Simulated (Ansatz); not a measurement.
# CaTiSe3 (model cell, started as cubic perovskite with Ti in the octahedra): following an unstable mode, part 2 of 3

Aim: this structure of CaTiSe3 (model cell, started as cubic perovskite with Ti in the octahedra) is to be tested for unstable modes, and one is followed downhill.

Ansatz 0.2.0; DFT PBEsol, scalar-relativistic, plane waves, PAW; PAW set soft_1.

So far, highest frequency on the path or at a solved wavevector (cm⁻¹): step 2 (phonons on a q mesh) 288. Also lowest frequency on the path (cm⁻¹): step 2 -104.

The structure was built from a prototype and need not be the compound's stable phase.

## Step 4: The mode frozen in, largest atomic shift 0.6 Å

The atoms are moved along the unstable eigenvector, the largest shift by 0.6 Å, with the cell fixed.

input.yaml

```yaml
crystal:
  lattice:
    - [4.9205037157, 4.9205037157, 0.0]
    - [4.9205037157, 0.0, 4.9205037157]
    - [4.9205037157, 0.0, -4.9205037157]
  atoms:
    - { symbol: Ca, position: [0.0, 0.0, 0.0] }
    - { symbol: Ca, position: [0.0, 0.5, 0.5] }
    - { symbol: Ti, position: [0.5, 0.25, 0.75] }
    - { symbol: Ti, position: [0.5, 0.75, 0.25] }
    - { symbol: Se, position: [0.5, 0.0609693676, 0.0609693676] }
    - { symbol: Se, position: [0.5, 0.4390306324, 0.4390306324] }
    - { symbol: Se, position: [0.0, 0.5, 0.0] }
    - { symbol: Se, position: [0.0, 0.0, 0.5] }
    - { symbol: Se, position: [0.5, -0.0609693676, 0.5609693676] }
    - { symbol: Se, position: [0.5, 0.5609693676, -0.0609693676] }
kpoints:
  mp_grid: { grid: [8, 8, 8] }
hamiltonian:
  xc: pbesol
  pseudopotentials: { kind: paw, azcp: { folder: soft_1 }, xc_functional: pbe }
scf:
  occupations: { method: methfessel_paxton, width: 0.2 }
output:
  forces: true
  stress: true
  eigenvalues: true
```

On the command line:

```bash
ansatz run input.yaml --threads 4 --pin off --max-ram 16384MiB --backend cpu --events-out ev --progress --plain --runs-dir out
```

Numbers of over 12 decimals in the logs are rounded to 6 here.

What it wrote:

```text
[...]
Crystal: 10 atoms, lattice volume = 238.264 Å³
Basis set: ecut = 420 eV, 4645 PW (Γ), exchange–correlation on 96×96×96 points (8 copies of the dense FFT grid, shifted against one another)
Bands: 84, of which v1, the nominal top of the filled ones, is band 70 counted from 1 (69 counted from 0)
Symmetry: 16 space group operations
[...]
k-points: 59 of 512
[...]
k-point 0: bands = [... 66 lower, 7.9043, 8.0179, 8.3691, 8.3691, 8.4564, 8.9066, 8.9066, 9.1792, ... 10 higher]
  k-point 1: bands = [... 66 lower, 7.9529, 8.0119, 8.2082, 8.2304, 8.7316, 8.8337, 8.8676, 9.3604, ... 10 higher]
  k-point 2: bands = [... 66 lower, 7.7610, 7.8812, 8.0644, 8.2116, 8.8574, 8.8685, 9.0116, 9.5993, ... 10 higher]
  k-point 58: bands = [... 66 lower, 6.4480, 7.3100, 8.1696, 8.1696, 8.5097, 9.1306, 9.6509, 9.6509, ... 10 higher]
[key lines of the parts left out:]
SCF converged after 11 iterations
Free energy (F): -41093.352100 eV
Fermi energy:    8.437723 eV
P = ⅓ Tr σ = -1.6961 GPa (-16.961 kbar)
```

Run time: 27 s. Hardware: 4 threads of Arm Neoverse V1, shared host; peak memory 1.3 GiB; 1.8 min of CPU time.

Numbers from this step:

- pressure: -1.696 GPa
- energy from the undistorted cell: -127.7 meV/atom

The energy, extrapolated to zero smearing, is -127.68 meV/atom against the undistorted cell.

The run ends at a pressure of -1.70 GPa, with forces up to 0.49 eV/Å.

## Step 5: Energy along the mode, all amplitudes (two of the runs are shown above)

An imaginary frequency means negative curvature, so the energy should fall and then rise again as anharmonic terms take over.

This step gave:

| Quantity | Value |
| --- | --- |
| depth at the lowest point sampled | 127.7 meV/atom |
| largest atomic shift at that point | 0.6 Å |

Table of energy from the parent by largest atomic shift:

```
largest atomic shift (Å)  energy from the parent (meV/atom)
                   0.000                                  0
                   0.040                             -0.925
                   0.080                              -3.71
                   0.140                              -11.4
                   0.220                              -28.0
                   0.320                              -54.4
                   0.450                              -91.3
                   0.600                               -128
```

Displacement at unit largest shift by atom:

```
atom  x (Å)  y (Å)  z (Å)  size
 Ca1   0.00   0.00   0.00  0.00
 Ca2   0.00   0.00   0.00  0.00
 Ti3   0.00   0.00   0.00  0.00
 Ti4   0.00   0.00   0.00  0.00
 Se5   1.00   0.00   0.00  1.00
 Se6  -1.00   0.00   0.00  1.00
 Se7   0.00   0.00   0.00  0.00
 Se8   0.00   0.00   0.00  0.00
 Se9   0.00   0.00  -1.00  1.00
Se10   0.00   0.00   1.00  1.00
```

The lowest of the steps tried is the last one, at 0.6 Å, 128 meV/atom below the parent; the bottom of the well need not coincide with a step.

## Step 6: Relaxation from the frozen mode

Starting from the lowest point found, all atoms and the cell are let go, so that strain and other modes of the same symmetry can join in.

Edit input.yaml of step 4 so:

```diff
@@ -27 +27,6 @@
   eigenvalues: true
+relax:
+  adjacent_minimum: "off"
+  f_tol: 0.002
+  max_steps: 120
+  cell: { stress_tol: 0.03 }
```

What it wrote:

```text
[...]
Crystal: 10 atoms, lattice volume = 238.264 Å³
Basis set: ecut = 420 eV, 4645 PW (Γ), exchange–correlation on 96×96×96 points (8 copies of the dense FFT grid, shifted against one another)
Bands: 84, of which v1, the nominal top of the filled ones, is band 70 counted from 1 (69 counted from 0)
Symmetry: 16 space group operations
[...]
k-points: 59 of 512
[...]
SCF iter   1: F=—  HF=-41098.397534 eV  |F-HF|=—  |Δ(HF+E_count)|=         —  Δρ=9.46e-2  dr2=4.06e1  ethr=3.10e-3  ⟨swp⟩=7.8  Hψ=19165  notcnv=0
[...]
SCF iter  11: F=-41093.352100 eV  HF=-41093.352100 eV  |F-HF|=1.91e-8  |Δ(HF+E_count)|=   4.01e-7  S|Δr|=    0.00e0  Δρ=4.24e-6  dr2=7.14e-8  ethr=7.14e-11  ⟨swp⟩=10.7  Hψ=28297  notcnv=0
SCF 1 converged in 11 iterations: F = -41093.352100 eV  dr2 = 7.14e-8
[...]
relax step   1: F+E_penalty+E_count = -41093.35210024 eV  Δ(F+E_penalty+E_count) = +0.000e0 eV  max|allowed force component| = 4.878e-1 eV/Å  Δτ_max = 0.0000 Å  P = -1.696 GPa  Ω = 238.264 Å³  (11 SCF iters, dr2 threshold 1.00e-7 eV, accepted)
Crystal: 10 atoms, lattice volume = 228.408 Å³
Basis set: ecut = 420 eV, 4437 PW (Γ), exchange–correlation on 96×96×96 points (8 copies of the dense FFT grid, shifted against one another)
[...]
SCF iter   9: F=-41093.741389 eV  HF=-41093.741389 eV  |F-HF|=3.18e-7  |Δ(HF+E_count)|=   3.26e-7  S|Δr|=    0.00e0  Δρ=7.73e-6  dr2=1.60e-7  ethr=7.14e-10  ⟨swp⟩=7.6  Hψ=22206  notcnv=0
SCF 2 converged in 9 iterations: F = -41093.741389 eV  dr2 = 1.60e-7
relax step   2: F+E_penalty+E_count = -41093.74138864 eV  Δ(F+E_penalty+E_count) = -3.893e-1 eV  max|allowed force component| = 8.617e-2 eV/Å  Δτ_max = 0.1950 Å  P = -0.035 GPa  Ω = 228.408 Å³  energy of the carried Pulay correction = +8.121e-4 eV  (9 SCF iters, dr2 threshold 1.00e-6 eV, accepted)
Crystal: 10 atoms, lattice volume = 224.289 Å³
Basis set: ecut = 420 eV, 4385 PW (Γ), exchange–correlation on 96×96×96 points (8 copies of the dense FFT grid, shifted against one another)
[...]
SCF iter   9: F=-41093.835313 eV  HF=-41093.835314 eV  |F-HF|=5.01e-7  |Δ(HF+E_count)|=   8.04e-7  S|Δr|=    0.00e0  Δρ=1.38e-5  dr2=6.94e-7  ethr=7.14e-10  ⟨swp⟩=11.4  Hψ=27839  notcnv=0
SCF 3 converged in 9 iterations: F = -41093.835313 eV  dr2 = 6.94e-7
[...]
relax step   3: F+E_penalty+E_count = -41093.83531333 eV  Δ(F+E_penalty+E_count) = -9.392e-2 eV  max|allowed force component| = 3.387e-1 eV/Å  Δτ_max = 0.1390 Å  P = -0.014 GPa  Ω = 224.289 Å³  energy of the carried Pulay correction = +1.162e-3 eV  (9 SCF iters, dr2 threshold 1.00e-6 eV, accepted)
[...]
relax step   4: F+E_penalty+E_count = -41093.85659055 eV  Δ(F+E_penalty+E_count) = -2.128e-2 eV  max|allowed force component| = 1.479e-1 eV/Å  Δτ_max = 0.0795 Å  P = +1.064 GPa  Ω = 222.211 Å³  energy of the carried Pulay correction = +1.340e-3 eV  (8 SCF iters, dr2 threshold 1.00e-6 eV, accepted)
[...]
relax step   5: F+E_penalty+E_count = -41093.87084043 eV  Δ(F+E_penalty+E_count) = -1.425e-2 eV  max|allowed force component| = 1.617e-2 eV/Å  Δτ_max = 0.0135 Å  P = -0.276 GPa  Ω = 226.055 Å³  energy of the carried Pulay correction = +1.011e-3 eV  (7 SCF iters, dr2 threshold 1.00e-6 eV, accepted)
[...]
relax step   6: F+E_penalty+E_count = -41093.87222690 eV  Δ(F+E_penalty+E_count) = -1.386e-3 eV  max|allowed force component| = 3.404e-3 eV/Å  Δτ_max = 0.0062 Å  P = -0.019 GPa  Ω = 225.117 Å³  energy of the carried Pulay correction = +1.091e-3 eV  (7 SCF iters, dr2 threshold 2.56e-7 eV, accepted)
[...]
relax step   7: F+E_penalty+E_count = -41093.87224877 eV  Δ(F+E_penalty+E_count) = -2.188e-5 eV  max|allowed force component| = 3.172e-4 eV/Å  Δτ_max = 0.0011 Å  P = +0.000 GPa  Ω = 225.035 Å³  energy of the carried Pulay correction = +1.098e-3 eV  (8 SCF iters, dr2 threshold 7.24e-10 eV, accepted)
Basis set: ecut = 420 eV, 4409 PW (Γ), exchange–correlation on 96×90×90 points (8 copies of the dense FFT grid, shifted against one another)
[...]
SCF iter   9: F=-41093.870908 eV  HF=-41093.870908 eV  |F-HF|=2.18e-11  |Δ(HF+E_count)|=  2.91e-11  S|Δr|=    0.00e0  Δρ=6.57e-8  dr2=1.53e-11  ethr=1.00e-12  ⟨swp⟩=4.0  Hψ=17492  notcnv=0
SCF 8 converged in 9 iterations: F = -41093.870908 eV  dr2 = 1.53e-11
relax step   8: F+E_penalty+E_count = -41093.87090792 eV  Δ(F+E_penalty+E_count) = +1.341e-3 eV  max|allowed force component| = 1.976e-4 eV/Å  Δτ_max = 0.0000 Å  P = +0.003 GPa  Ω = 225.035 Å³  stress off target by 3.56e-3 GPa  SCF on the basis re-selected at this cell (its energy is not comparable with the rows above)  (9 SCF iters)
basis re-selected at this cell: Δ(F+E_penalty+E_count) = +1.341e-3 eV, ΔP = +0.002 GPa vs the last step (what re-selecting the basis moved, of the pressure what is left beyond the Pulay correction that the steps carried, after the strain that the cell walked since its last selection, with what the two solves' SCF thresholds leave and, on support functions, any second-order correction that the steps lacked; it is no measure of the basis error at this ecutwfc). The dense FFT grid was sized anew with the basis: this SCF ran on 48×45×45 points, the steps before it on 48×48×48, so part of this shift can come from that change (see relax.cell in the input reference). [rest of the remark cut]
SCF converged after 9 iterations
[...]
Free energy (F): -41093.870908 eV
[...]
Internal energy: -41093.875453 eV  (E = F + TS)
E sigma→0 (E₀):  -41093.872044 eV
Entropy (-TS):   0.004545 eV (0.455 meV/atom)
Fermi energy:    9.431716 eV
[...]
--- Forces (eV/Å), atoms counted from 1 ---
  atom   1  Ca     0.00000000     0.00000000     0.00000000
  atom   2  Ca     0.00000000     0.00000000     0.00000000
  atom   3  Ti     0.00000000    -0.00000000     0.00000000
  atom   4  Ti     0.00000000    -0.00000000    -0.00000000
  atom   5  Se    -0.00019759     0.00000000     0.00000000
  atom   6  Se     0.00019759     0.00000000     0.00000000
  atom   7  Se     0.00000000     0.00000000    -0.00000000
  atom   8  Se     0.00000000     0.00000000     0.00000000
  atom   9  Se     0.00000000    -0.00000000     0.00019759
  atom  10  Se     0.00000000     0.00000000    -0.00019759
  max |Σ_I F_I| component: 8.67e-19 eV/Å
--- Stress (GPa, compression-positive) ---
        0.003559       0.000000       0.000000
        0.000000       0.000467       0.000000
        0.000000       0.000000       0.003559
  P = ⅓ Tr σ = 0.0025 GPa (0.025 kbar)
--- Band table (eV; the first three rows and the last of 59) ---
  k-point 0: bands = [... 66 lower, 8.4067, 8.5201, 9.5168, 9.6946, 9.6946, 9.7636, 9.7636, 9.9045, ... 10 higher]
  k-point 1: bands = [... 66 lower, 8.5037, 8.6641, 9.0786, 9.3877, 9.6530, 9.6746, 9.9772, 10.2822, ... 10 higher]
  k-point 2: bands = [... 66 lower, 8.4208, 8.4581, 8.6898, 9.0282, 9.6672, 9.6936, 10.2189, 10.5214, ... 10 higher]
  k-point 58: bands = [... 66 lower, 7.0900, 7.0900, 9.5385, 9.7456, 9.7456, 9.8503, 10.4887, 10.4887, ... 10 higher]
--- Relaxed structure (7 steps of the walk, 7 accepted, 1 SCFs on fresh bases) ---
  F+E_penalty+E_count = -41093.87090792 eV   max|allowed force component| = 1.976e-4 eV/Å   (the final SCF, on the basis selected at the relaxed cell)
  cell:  # Å, volume = 225.0345 Å³
    - [4.674839, 5.148560, 0]
    - [4.674839, 0, 4.674839]
    - [4.674839, 0, -4.674839]
  atoms:
    - { symbol: Ca, position: [0, -5.640799645586771e-19, 2.467849844944203e-19] }
    - { symbol: Ca, position: [0, 0.5, 0.5] }
    - { symbol: Ti, position: [0.5, 0.250000, 0.75] }
    - { symbol: Ti, position: [0.5, 0.75, 0.250000] }
    - { symbol: Se, position: [0.5, 0.088954, 0.088954] }
    - { symbol: Se, position: [0.5, 0.411046, 0.411046] }
    - { symbol: Se, position: [0, 0.5, 0.0] }
    - { symbol: Se, position: [0, 0.0, 0.5] }
    - { symbol: Se, position: [0.5, -0.088954, 0.588954] }
    - { symbol: Se, position: [0.5, 0.588954, -0.088954] }
```

Elapsed: 3.6 min, on 4 threads; peak memory 1.3 GiB.

Step by step:

```
step  energy less that of the first step (eV)  largest force component (eV/Å)  pressure (GPa)  volume (Å³)
   1                                   0.0000                          0.4878           -1.70       238.26
   2                                  -0.3893                          0.0862           -0.03       228.41
   3                                  -0.4832                          0.3387           -0.01       224.29
   4                                  -0.5045                          0.1479            1.06       222.21
   5                                  -0.5187                          0.0162           -0.28       226.05
   6                                  -0.5201                          0.0034           -0.02       225.12
   7                                  -0.5201                          0.0003            0.00       225.03
  8*                                  -0.5188                          0.0002            0.00       225.03
```

Relaxation steps marked * repeat the geometry before them on a plane-wave basis chosen anew for their cell, so energy and pressure can jump there.

Forces are held to the 16 operations that the run works with; a distortion that breaks them can't arise in this run.

```
conventional cell, symmetrised  before   after  change
                         a (Å)   6.959   6.611  -5.0 %
                         b (Å)   6.959   6.611  -5.0 %
                         c (Å)   9.841  10.297  +4.6 %
              volume (Å³/atom)   23.83   22.50  -5.6 %
```

The atoms that moved most (Å, as changes of fractional coordinates times the final cell):

```
atom      dx     dy      dz  length
 Se6  -0.262  0.000   0.000   0.262
Se10   0.000  0.000   0.262   0.262
 Se9   0.000  0.000  -0.262   0.262
 Se5   0.262  0.000   0.000   0.262
```

Final coordinates:

```cif
data_structure
_symmetry_space_group_name_H-M 'P 1'
_symmetry_Int_Tables_number 1
_cell_length_a 6.9543
_cell_length_b 6.6112
_cell_length_c 6.6112
_cell_angle_alpha 90.000
_cell_angle_beta 61.619
_cell_angle_gamma 61.619
_cell_volume 225.03
loop_
_atom_site_label
_atom_site_type_symbol
_atom_site_fract_x
_atom_site_fract_y
_atom_site_fract_z
_atom_site_occupancy
Ca1 Ca 0.00000 0.00000 0.00000 1
Ca2 Ca 0.00000 0.50000 0.50000 1
Ti3 Ti 0.50000 0.25000 0.75000 1
Ti4 Ti 0.50000 0.75000 0.25000 1
Se5 Se 0.50000 0.08895 0.08895 1
Se6 Se 0.50000 0.41105 0.41105 1
Se7 Se 0.00000 0.50000 0.00000 1
Se8 Se 0.00000 0.00000 0.50000 1
Se9 Se 0.50000 0.91105 0.58895 1
Se10 Se 0.50000 0.58895 0.91105 1
```

Numbers from this step:

```yaml
pressure: 0.002528 GPa
volume_per_atom: 22.50 Å³
```

The distorted start has space group I4/mcm; the relaxation ends in I4/mcm.

## Step 7: The new phase in its own primitive cell

The relaxed structure is symmetrised, reduced to its primitive cell and relaxed tightly, as its phonons need.

input.yaml, the sections that differ from step 6:

```yaml
crystal:
  lattice:
    - [-3.3056103911, 3.3056103911, 5.1485604404]
    - [3.3056103911, -3.3056103911, 5.1485604404]
    - [3.3056103911, 3.3056103911, -5.1485604404]
  atoms:
    - { symbol: Ca, position: [0.75, 0.25, 0.5] }
    - { symbol: Ca, position: [0.25, 0.75, 0.5] }
    - { symbol: Ti, position: [0.0, 0.0, 0.0] }
    - { symbol: Ti, position: [0.5, 0.5, 0.0] }
    - { symbol: Se, position: [0.6610457948, 0.1610457948, 0.8220915896] }
    - { symbol: Se, position: [0.3389542052, 0.8389542052, 0.1779084104] }
    - { symbol: Se, position: [0.75, 0.75, 0.0] }
    - { symbol: Se, position: [0.25, 0.25, 0.0] }
    - { symbol: Se, position: [0.1610457948, 0.3389542052, 0.5] }
    - { symbol: Se, position: [0.8389542052, 0.6610457948, 0.5] }
relax:
  adjacent_minimum: "off"
  f_tol: 0.001
  max_steps: 60
  cell: { stress_tol: 0.01 }
# kpoints, hamiltonian, scf, output: as in step 6
```

What it wrote:

```text
[...]
Crystal: 10 atoms, lattice volume = 225.035 Å³
Basis set: ecut = 420 eV, 4409 PW (Γ), exchange–correlation on 96×96×96 points (8 copies of the dense FFT grid, shifted against one another)
Bands: 84, of which v1, the nominal top of the filled ones, is band 70 counted from 1 (69 counted from 0)
Symmetry: 16 space group operations
[...]
k-points: 59 of 512
[...]
- { symbol: Ca, position: [0.25, 0.75, 0.5] }
    - { symbol: Ti, position: [0.0, 0.0, 0.0] }
    - { symbol: Ti, position: [0.5, 0.5, 0.0] }
    - { symbol: Se, position: [0.6610457948, 0.161046, 0.822092] }
    - { symbol: Se, position: [0.338954, 0.8389542052, 0.177908] }
    - { symbol: Se, position: [0.75, 0.75, 0.0] }
    - { symbol: Se, position: [0.25, 0.25, 0.0] }
    - { symbol: Se, position: [0.161046, 0.3389542052, 0.5] }
    - { symbol: Se, position: [0.8389542052, 0.661046, 0.5] }
[key lines of the parts left out:]
SCF converged after 8 iterations
Free energy (F): -41093.870908 eV
Fermi energy:    9.431717 eV
P = ⅓ Tr σ = 0.0025 GPa (0.025 kbar)
```

Wall time 55 s (4 threads); peak memory 1.3 GiB; 3.6 min of CPU time.

Little changed from the start: no atom moved by 0.005 Å and no cell edge by 0.1 %.

This step gave:

- pressure: 0.002530 GPa

The largest force component left is 0.14 meV/Å and the pressure is 0.003 GPa, within the tolerances set. The cell now holds 22.50 Å³/atom.

(Continued in part 3 of 3.)

[Logs are printed without paths, hosts, clocks, repeated set-up lines and the standing remarks that a program may print on its own settings, such as how far it seeks lower states.]

[Hosts, paths, dates, database ids (printed as entryN), source tags and the programs' standing remarks are cut or masked in the printed files.]
